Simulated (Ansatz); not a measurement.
# Quasiparticle gap of ReS2 (P-1), part 2 of 3

Wanted: the gap of ReS2 (P-1) with a many-body correction, and the time that it takes.

Ansatz 0.2.0; LDA, then G0W0 on it, plane waves, PAW. Known limits of the many-body steps: finite bands, screening cutoff and k mesh; no spin-orbit coupling in G0W0; no spin polarisation; folded zone; screening cutoff under 40 eV in some runs.

So far. Step 2 (Relaxing the structure): The program's warnings for this run: band table not solved further.

### Step 3. The LDA band structure

Level of this step: DFT, LDA, plane waves, PAW (Ansatz).

Levels along a band path and on the mesh show where this functional puts the band edges.

File input.yaml:

```yaml
crystal:
  lattice:
    - [6.2989537538, -0.0064690069, -0.0061704143]
    - [3.0875081787, 5.6095759146, 0.0084317581]
    - [0.1127224795, 3.3474890922, 12.0062549011]
  atoms:
    - { symbol: Re, position: [0.1875100552, 0.0651746713, 0.2459763082] }
    - { symbol: Re, position: [0.3124637296, 0.4347390015, 0.2540117522] }
    - { symbol: Re, position: [0.7617311051, 0.0364121193, 0.2487565415] }
    - { symbol: Re, position: [0.6875362704, 0.5652609985, 0.7459882478] }
    - { symbol: Re, position: [0.8124899448, 0.9348253287, 0.7540236918] }
    - { symbol: Re, position: [0.2617566394, 0.5364955989, 0.7487692238] }
    - { symbol: Re, position: [0.7382433606, 0.4635044011, 0.2512307762] }
    - { symbol: Re, position: [0.2382688949, 0.9635878807, 0.7512434585] }
    - { symbol: S, position: [0.9062850574, 0.7128829001, 0.1521539481] }
    - { symbol: S, position: [0.6014586977, 0.7791571105, 0.8796750014] }
    - { symbol: S, position: [0.3640404329, 0.7527485837, 0.1385838764] }
    - { symbol: S, position: [0.1446810164, 0.7217054365, 0.8943922345] }
    - { symbol: S, position: [0.355347307, 0.778372552, 0.6056207338] }
    - { symbol: S, position: [0.1359336467, 0.7471646723, 0.3614074599] }
    - { symbol: S, position: [0.6359595671, 0.2472514163, 0.8614161236] }
    - { symbol: S, position: [0.8640663533, 0.2528353277, 0.6385925401] }
    - { symbol: S, position: [0.1014236229, 0.2790804037, 0.3796592305] }
    - { symbol: S, position: [0.5936917038, 0.7870287413, 0.3478334998] }
    - { symbol: S, position: [0.0937149426, 0.2871170999, 0.8478460519] }
    - { symbol: S, position: [0.4063082962, 0.2129712587, 0.6521665002] }
    - { symbol: S, position: [0.8553189836, 0.2782945635, 0.1056077655] }
    - { symbol: S, position: [0.644652693, 0.221627448, 0.3943792662] }
    - { symbol: S, position: [0.3985413023, 0.2208428895, 0.1203249986] }
    - { symbol: S, position: [0.8985763771, 0.7209195963, 0.6203407695] }
kpoints:
  mp_grid: { grid: [4, 4, 2] }
  band_path:
    path:
      - [[0.0, 0.0, 0.0], [0.5, 0.0, 0.0]]
      - [[0.0, 0.0, -0.5], [0.0, 0.0, 0.0], [0.0, 0.5, 0.5]]
      - [[0.5, 0.5, 0.0], [0.0, 0.0, 0.0], [0.0, 0.5, 0.0]]
      - [[0.5, 0.5, 0.5], [0.0, 0.0, 0.0], [0.5, 0.0, -0.5]]
    npoints: 6
hamiltonian:
  xc: lda
scf:
  occupations: { method: fermi_dirac, width: 0.02 }
  n_extra_bands: 12
output:
  eigenvalues: true
  forces: true
  stress: true
```

On the command line:

```
$ ansatz run input.yaml --threads 32 --pin off --max-ram 82944MiB --backend cuda --events-out ev --progress --plain --runs-dir out --devices 1 --max-vram 78GiB
```

Numbers of over 12 decimals in the logs are rounded to 6 here.

What it wrote:

```text
[...]
GPUs: using 1 of 1 available (devices: 1).
[...]
device memory: the entry about to start is reckoned to put 23.1 GiB on a device that reports 166.8 GiB free (of which the cap on the GPU budget leaves the run 78.0 GiB)
GPU FFT provider: cuFFT
GPU libraries: cuBLAS 13.8.1, cuFFT 12.4.0, cuSOLVER 12.3.2
GPU matrix products: emulated (plane waves: as basis.precision tells), large ones in fixed point in workspaces of 1.00 GiB
Crystal: 24 atoms, lattice volume = 424.237 Å³
Basis set: ecut = 420 eV, 8317 PW (Γ)
Bands: 120, of which v1, the nominal top of the filled ones, is band 108 counted from 1 (107 counted from 0)
Symmetry: 2 space group operations
[...]
k-points: 20 of 32
[...]
GPU buffer pool allocated for 182250 grid points (all kernels)
GPU transforms: local potential and band sums: pruned to the plane-wave sphere, on 45×45×90
[...]
SCF iter   1: F=—  HF=-98789.443222 eV  |F-HF|=—  |Δ(HF+E_count)|=         —  Δρ=9.49e-3  dr2=3.75e-1  ethr=1.77e-3  ⟨swp⟩=6.2  Hψ=9066  notcnv=0
[...]
SCF iter  10: F=-98789.398263 eV  HF=-98789.398263 eV  |F-HF|=8.70e-8  |Δ(HF+E_count)|=   1.38e-9  Δρ=3.08e-6  dr2=9.65e-8  ethr=4.63e-11  ⟨swp⟩=4.0  Hψ=7834  notcnv=0
SCF 1 converged in 10 iterations: F = -98789.398263 eV  dr2 = 9.65e-8
[...]
concurrent solve slots: 23 of 32 are kept, ahead of what memory takes: no pass of the eigensolver takes more rounds on 23
[...]
NSCF: frozen V_eff on 46 k-points
SCF converged after 10 iterations
Free energy (F): -98789.398263 eV
[...]
Internal energy: -98789.398263 eV  (E = F + TS)
E sigma→0 (E₀):  -98789.398263 eV
Fermi energy:    11.568837 eV
[...]
--- Forces (eV/Å), atoms counted from 1 ---
  atom   1  Re     0.00400151     0.00020978    -0.00073872
  atom   2  Re    -0.00387428     0.00010009     0.00073054
  atom   3  Re    -0.00122982    -0.00445390     0.00079594
  atom   4  Re     0.00387428    -0.00010009    -0.00073054
  atom   5  Re    -0.00400151    -0.00020978     0.00073872
  atom   6  Re    -0.00081055    -0.00443517     0.00092609
  atom   7  Re     0.00081055     0.00443517    -0.00092609
  atom   8  Re     0.00122982     0.00445390    -0.00079594
  atom   9  S     -0.00192364     0.00085294     0.00163705
  atom  10  S     -0.00077727    -0.00144200    -0.00192936
  atom  11  S      0.00117971     0.00218128     0.00054191
  atom  12  S      0.00043985    -0.00137049    -0.00136180
  atom  13  S     -0.00042830     0.00163206     0.00112959
  atom  14  S     -0.00111622    -0.00201087    -0.00076106
  atom  15  S     -0.00117971    -0.00218128    -0.00054191
  atom  16  S      0.00111622     0.00201087     0.00076106
  atom  17  S     -0.00036668    -0.00165811    -0.00142236
  atom  18  S      0.00202016    -0.00037583    -0.00156996
  atom  19  S      0.00192364    -0.00085294    -0.00163705
  atom  20  S     -0.00202016     0.00037583     0.00156996
  atom  21  S     -0.00043985     0.00137049     0.00136180
  atom  22  S      0.00042830    -0.00163206    -0.00112959
  atom  23  S      0.00077727     0.00144200     0.00192936
  atom  24  S      0.00036668     0.00165811     0.00142236
  max |Σ_I F_I| component: 4.88e-19 eV/Å
--- Stress (GPa, compression-positive) ---
        0.005007      -0.004553      -0.001291
       -0.004553      -0.020428      -0.008121
       -0.001291      -0.008121      -0.012880
  P = ⅓ Tr σ = -0.0094 GPa (-0.094 kbar)
--- Band table (eV; the first three rows and the last of 20) ---
[... rows of the band table ...]
```

It took 3.6 s on 1 × NVIDIA GB200 (shared by 2 runs) with 32 threads of Arm Neoverse V2, shared host; peak memory 1.1 GiB; 32 s of CPU time.

Numbers from this step:

- pressure: -0.009434 GPa
- filled bands: 108
- gap: 1.206 eV
- valence top at: k = (0.000, 0.250, -0.500)
- conduction bottom at: Γ
- least direct gap: 1.210 eV

Over mesh and path the gap is 1.206 eV, in a supercell, where edges may be folded.

The electronic bands at the labelled points (eV, zero at the top of the highest nominally filled band):

```csv
point,band 105,band 106,band 107,band 108,band 109,band 110,band 111,band 112
Γ,-0.39,-0.34,-0.27,0.00,1.21,1.42,1.89,1.94
halfway,-0.43,-0.41,-0.22,-0.13,1.46,1.64,1.80,1.86
X,-0.62,-0.62,-0.44,-0.44,1.53,1.53,1.77,1.77
jump to Y,-0.42,-0.42,-0.07,-0.07,1.31,1.31,1.91,1.91
halfway,-0.41,-0.39,-0.18,-0.02,1.24,1.39,1.89,1.93
Γ,-0.39,-0.34,-0.27,0.00,1.21,1.42,1.89,1.94
halfway,-0.36,-0.33,-0.25,-0.18,1.42,1.52,1.86,1.89
Z,-0.41,-0.37,-0.27,-0.19,1.42,1.64,1.66,1.81
jump to R,-0.62,-0.56,-0.49,-0.44,1.49,1.58,1.62,1.65
halfway,-0.39,-0.30,-0.21,-0.20,1.50,1.57,1.67,1.73
Γ,-0.39,-0.34,-0.27,0.00,1.21,1.42,1.89,1.94
halfway,-0.36,-0.33,-0.32,-0.11,1.44,1.50,1.87,1.91
T,-0.51,-0.51,-0.30,-0.30,1.48,1.48,1.82,1.82
jump to U,-0.61,-0.61,-0.49,-0.49,1.50,1.50,1.65,1.65
halfway,-0.35,-0.32,-0.28,-0.16,1.53,1.57,1.66,1.71
Γ,-0.39,-0.34,-0.27,0.00,1.21,1.42,1.89,1.94
halfway,-0.44,-0.32,-0.23,-0.18,1.49,1.57,1.80,1.90
V,-0.60,-0.58,-0.52,-0.43,1.45,1.63,1.68,1.78
```

The electronic bands as a text plot (rows in eV):

```
    1.9 |+++++    ++++++++          ++++++++++        ++++++++++
    1.8 | ++++++++      + +++++++  +++   +  ++++ ++ +++   +++++ +
    1.7 |    ++              ++ ++++            ++++++         ++
    1.6 |  ++  +++       ++++  +++++      ++++  ++++++    ++++++
    1.4 |++++++++  ++++++++++++++  ++++++++++++++   +++++++++++++
    1.3 | +       +     +           ++ ++             +  +
    1.2 |+        ++++++              +                ++
    1.1 |
    1.0 |
    0.8 |
    0.7 |
    0.6 |
    0.5 |
    0.4 |
    0.3 |
    0.1 |
    0.0 |*        ****              ***               ***
   -0.1 | ****    *   **           *   *****       ***   ***
   -0.2 |******    ************ **********  *    ** *********
   -0.3 |**   ***  ***************************************  ****
   -0.5 |************************     ****  *******    **********
   -0.6 | *** *  *          ****    **    ****  *     *  *     **
   -0.7 |    * **              *****          ********    **
   -0.8 |     ****                                          *****
         Γ      X|Y  Γ      Z|R       Γ       T|U       Γ       V
```

### Step 4. One-shot GW

G0W0 replaces the xc potential by a self-energy built once from the orbitals of the start. Levels are corrected in the window of bands that the input names, at points of the mesh.

This step: G0W0 on LDA, plane waves, PAW.

Changes to input.yaml since step 3:

```diff
@@ -32,9 +32,2 @@
   mp_grid: { grid: [4, 4, 2] }
-  band_path:
-    path:
-      - [[0.0, 0.0, 0.0], [0.5, 0.0, 0.0]]
-      - [[0.0, 0.0, -0.5], [0.0, 0.0, 0.0], [0.0, 0.5, 0.5]]
-      - [[0.5, 0.5, 0.0], [0.0, 0.0, 0.0], [0.0, 0.5, 0.0]]
-      - [[0.5, 0.5, 0.5], [0.0, 0.0, 0.0], [0.5, 0.0, -0.5]]
-    npoints: 6
 hamiltonian:
@@ -42,7 +35,8 @@
 scf:
-  occupations: { method: fermi_dirac, width: 0.02 }
-  n_extra_bands: 12
-output:
-  eigenvalues: true
-  forces: true
-  stress: true
+  occupations: { method: fixed }
+gw:
+  n_empty_bands: 1266
+  ecut_chi: 120.0
+  qp_bands: [v2, c2]
+  qp_kpoints: band_edges
+  screening: { model: contour_deformation }
```

What it wrote:

```text
GPUs: using 1 of 1 available (devices: 1).
[...]
Crystal: 24 atoms, lattice volume = 424.237 Å³
Basis set: ecut = 420 eV, 8317 PW (Γ)
Bands: 132, of which v1, the nominal top of the filled ones, is band 108 counted from 1 (107 counted from 0)
Symmetry: 2 space group operations
[...]
k-points: 20 of 32
[...]
SCF iter   1: F=—  HF=-98789.445633 eV  |F-HF|=—  |Δ(HF+E_count)|=         —  Δρ=9.51e-3  dr2=3.78e-1  ethr=1.77e-3  ⟨swp⟩=5.0  Hψ=8668  notcnv=0  defer=413
[...]
SCF iter   9: F=-98789.398263 eV  HF=-98789.398263 eV  |F-HF|=3.17e-8  |Δ(HF+E_count)|=   1.13e-8  Δρ=2.51e-6  dr2=5.12e-8  ethr=4.63e-11  ⟨swp⟩=9.2  Hψ=9607  notcnv=0
SCF 1 converged in 9 iterations: F = -98789.398263 eV  dr2 = 5.12e-8
[...]
the band table was solved once the SCF had ended and its energy, with any forces and stress, was formed, with the checks that follow a solve (9720 applications of the Hamiltonian). They found nothing against the state; the energy, forces and stress were not computed again (output.eigenvalues in the input reference)
[...]
G₀W₀ screening: q 1/20
[... further progress lines ...]
SCF converged after 9 iterations
Free energy (F): -98789.398263 eV
[...]
Internal energy: -98789.398263 eV  (E = F + TS)
[...]
5   110     12.5938   -14.7666    -3.7624   -19.0950  0.7578    13.1654    13.1598  root
     6   107     10.7341   -21.0186     1.4504   -19.5773  0.7525    10.7432    10.7432  root
     6   108     10.8214   -19.6826     1.5935   -17.9675  0.7526    10.6996    10.6998  root
     6   109     12.4105   -16.3128    -3.5996   -20.5027  0.7535    13.0067    13.0008  root
     6   110     12.5910   -16.2627    -3.6211   -20.4536  0.7521    13.1668    13.1608  root
     7   107     10.7286   -20.4634     1.5244   -18.8931  0.7526    10.6827    10.6828  root
     7   108     10.7913   -20.3616     1.4592   -18.8566  0.7511    10.7455    10.7455  root
     7   109     12.4550   -16.0008    -3.5702   -20.1391  0.7548    13.0284    13.0230  root
     7   110     12.5073   -16.5098    -3.6219   -20.7217  0.7515    13.1036    13.0973  root
     8   107     10.7411   -18.8196     1.6422   -16.9901  0.7522    10.5533    10.5539  root
     8   108     10.7538   -21.2095     1.2598   -20.0106  0.7518    10.8147    10.8147  root
     8   109     12.4536   -16.2724    -3.4588   -20.2919  0.7530    13.0195    13.0143  root
     8   110     12.5309   -16.7962    -3.6665   -21.0831  0.7513    13.1582    13.1513  root
     9   107     10.7015   -21.0250     1.3497   -19.7080  0.7510    10.7343    10.7343  root
     9   108     10.8749   -20.3008     1.4246   -18.8200  0.7518    10.8186    10.8187  root
     9   109     12.4250   -16.4148    -3.5460   -20.5451  0.7524    13.0151    13.0093  root
     9   110     12.5756   -16.6335    -3.5866   -20.8168  0.7524    13.1786    13.1723  root
    10   107     10.4767   -21.2285     1.5311   -19.7334  0.7462    10.5127    10.5127  root
    10   108     10.6922   -20.0196     1.6330   -18.2803  0.7502    10.5857    10.5859  root
    10   109     12.3134   -15.1666    -3.5817   -19.3175  0.7580    12.8876    12.8826  root
    10   110     12.4399   -16.1340    -3.6161   -20.3493  0.7535    13.0451    13.0390  root
    11   107     10.5428   -21.1765     1.5784   -19.6059  0.7484    10.5505    10.5505  root
    11   108     10.7066   -20.3997     1.5675   -18.7636  0.7484    10.6380    10.6381  root
    11   109     12.3576   -15.8590    -3.5627   -20.0108  0.7554    12.9523    12.9467  root
    11   110     12.4378   -15.1056    -3.7485   -19.4353  0.7576    13.0247    13.0191  root
    12   107     10.5568   -19.6598     1.7418   -17.7746  0.7487    10.4131    10.4134  root
    12   108     10.5593   -21.5049     1.4498   -20.1221  0.7472    10.6262    10.6263  root
    12   109     12.3650   -14.8439    -3.6496   -19.0568  0.7584    12.9333    12.9282  root
    12   110     12.6011   -15.9360    -3.7535   -20.2940  0.7528    13.2123    13.2055  root
    13   107     10.5149   -21.7542     1.5566   -20.2587  0.7463    10.5759    10.5760  root
    13   108     10.6571   -20.3271     1.5979   -18.6582  0.7480    10.5860    10.5861  root
    13   109     12.4651   -15.4253    -3.7235   -19.7433  0.7562    13.0657    13.0596  root
    13   110     12.5061   -15.0622    -3.7145   -19.3422  0.7558    13.0771    13.0716  root
    14   107     10.5155   -20.4209     1.6724   -18.6763  0.7490    10.4432    10.4433  root
    14   108     10.5157   -20.4215     1.6723   -18.6770  0.7490    10.4434    10.4435  root
    14   109     12.4823   -15.7922    -3.8184   -20.2167  0.7573    13.0949    13.0884  root
    14   110     12.4824   -15.7923    -3.8184   -20.2169  0.7573    13.0950    13.0885  root
    15   107     10.4382   -21.5873     1.6088   -20.0146  0.7469    10.4742    10.4743  root
    15   108     10.5228   -20.7866     1.6445   -19.0952  0.7503    10.4758    10.4759  root
    15   109     12.4026   -15.7985    -3.8307   -20.2433  0.7585    13.0232    13.0168  root
[...]
17   107     10.4721   -19.7929     1.7774   -17.8772  0.7483    10.3336    10.3339  root
    17   108     10.5652   -20.1429     1.5968   -18.4738  0.7494    10.4928    10.4929  root
    17   109     12.3158   -16.0583    -3.5797   -20.2278  0.7559    12.9111    12.9056  root
    17   110     12.3348   -16.4237    -3.6127   -20.6550  0.7550    12.9597    12.9533  root
    18   107     10.4632   -19.9852     1.6650   -18.2198  0.7462    10.3626    10.3629  root
    18   108     10.5187   -20.6443     1.5417   -19.0850  0.7492    10.5011    10.5011  root
    18   109     12.4401   -16.4083    -3.5218   -20.5158  0.7530    13.0314    13.0257  root
    18   110     12.5339   -16.8282    -3.5958   -21.0300  0.7530    13.1464    13.1399  root
    19   107     10.4682   -20.8498     1.6432   -19.1777  0.7469    10.4393    10.4393  root
    19   108     10.4682   -20.8498     1.6432   -19.1777  0.7469    10.4393    10.4393  root
    19   109     12.4555   -16.3228    -3.5247   -20.4301  0.7538    13.0436    13.0380  root
    19   110     12.4555   -16.3228    -3.5247   -20.4301  0.7538    13.0436    13.0380  root
```

Elapsed: 3.7 min, on 1 × NVIDIA GB200 (shared by 2 runs) with 32 threads; peak memory 10 GiB; 9.9 min of CPU time.

Numbers from this step:

- bands summed: 1374
- RPA ε∞ on this mesh (eigenvalues): 6.347, 14.12, 14.97
- plane waves in the screening matrix: 1261
- q-points in the mesh: 32
- G0W0 gap over the corrected points: 1.682 eV
- k of the valence top: 0, 0, 0
- k of the conduction bottom: 0, 0, 0
- starting gap on the mesh: 1.206 eV
- Z at the valence top: 0.7534
- Z at the conduction bottom: 0.7559
- least direct G0W0 gap over the corrected points: 1.682 eV

Over corrected mesh points the G0W0 gap is 1.682 eV, in a supercell, where edges may be folded. The LDA gap of this run on the mesh is 1.206 eV. The two differ by 1.682 − 1.206 = +0.476 eV; whether the same two states bound both gaps was not checked.

Labels follow the order of the start: v1 is the top filled band, c1 the lowest empty one; levels that stay degenerate share a row, the window can cut a multiplet, doubted levels are not marked in this list, bands outside the window were not corrected, and the list may be a part of the corrected levels. Levels before and after the correction, in eV, zero at the valence-band top of each column:

```csv
,conduction bottom,valence top
Kohn-Sham,1.21,0.00
G0W0,1.68,0.00
```

```csv
,level,occupation,energy (eV)
Kohn-Sham,Γ v2,2,-0.271
Kohn-Sham,Γ v1,2,-0.004
Kohn-Sham,Γ c1,0,1.206
Kohn-Sham,Γ c2,0,1.419
G0W0,Γ v2,2,-0.485
G0W0,Γ v1,2,0.000
G0W0,Γ c1,0,1.682
G0W0,Γ c2,0,1.878
```

[end of part 2 of 3]

[Paths, hosts, dates, memory and timing lines, banners, echoed tables and standing remarks are left out of the program output.]

[Logs are printed without paths, hosts, clocks, repeated set-up lines and the standing remarks that a program may print on its own settings, such as how far it seeks lower states.]

[Runs of the session that timed out or met a known fault of the program may be left out.]

[Cells called generated may have been cut or substituted from an entry of the Crystallography Open Database or the Materials Project.]

[Hosts, paths, dates, database ids (printed as entryN), source tags and the programs' standing remarks are cut or masked in the printed files.]

[Where an RPA ε∞ is given, it is that of the G0W0 mesh and is not shown converged in it. Names of k-points follow the symmetry that the program found, which can be lower than the space group named. Band edges on a path are those of the sampled points; other points can move an edge, and change direct to indirect where valleys lie close.]

[Hybrid gaps are those of their k-mesh and are not shown converged in it.]
